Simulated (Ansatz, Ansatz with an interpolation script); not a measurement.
Planning a run of Ansatz 0.2.0 on Tl2SnCl6 (Fm-3m). The input:

```yaml
crystal:
  lattice:
    - [0.0, 4.985, 4.985]
    - [4.985, 0.0, 4.985]
    - [4.985, 4.985, 0.0]
  atoms:
    - { symbol: Tl, position: [0.25, 0.25, 0.25] }
    - { symbol: Tl, position: [0.75, 0.75, 0.75] }
    - { symbol: Sn, position: [0.0, 0.0, 0.0] }
    - { symbol: Cl, position: [0.76, 0.24, 0.24] }
    - { symbol: Cl, position: [0.24, 0.76, 0.24] }
    - { symbol: Cl, position: [0.24, 0.76, 0.76] }
    - { symbol: Cl, position: [0.76, 0.24, 0.76] }
    - { symbol: Cl, position: [0.24, 0.24, 0.76] }
    - { symbol: Cl, position: [0.76, 0.76, 0.24] }
kpoints:
  mp_grid: { grid: [2, 2, 2] }
hamiltonian:
  xc: lda
  pseudopotentials: { kind: paw, azcp: { folder: soft_1 }, xc_functional: pbe }
scf:
  occupations: { method: fixed }
gw:
  n_empty_bands: 1033
  ecut_chi: 150.0
  qp_bands: [v19, c7]
  screening: { model: contour_deformation }
```

The database entry behind the starting cell is an old determination (1935), so it need not match the best structure at ambient conditions.

```sh
ansatz run input.yaml --threads 2 --pin off --max-ram 92160MiB --backend cuda --events-out ev --progress --plain --runs-dir out --devices 1 --max-vram 13GiB
```

Estimate wall time and host memory on 1 × NVIDIA H100 80GB HBM3 (shared by 6 runs) with 2 threads of AMD EPYC 7R13 (Zen 3), shared host.

It took 21 s; on shared hardware allow 10 s to 41 s. Peak host memory was 2.0 GiB. The sizes that set the cost: 4909 plane waves a state, 3 irreducible k points, 1074 bands summed, 1037 plane waves in the screening and 9 SCF cycles.

The screening grows as filled bands × empty bands × pairs of k points, times the square of the screening basis for the matrix.

[Paths, hosts, dates, memory and timing lines, banners, echoed tables and standing remarks are left out of the program output.]

[Logs are printed without paths, hosts, clocks, repeated set-up lines and the standing remarks that a program may print on its own settings, such as how far it seeks lower states.]

[Runs of the session that timed out or met a known fault of the program may be left out.]

[Hosts, paths, dates, database ids (printed as entryN), source tags and the programs' standing remarks are cut or masked in the printed files.]
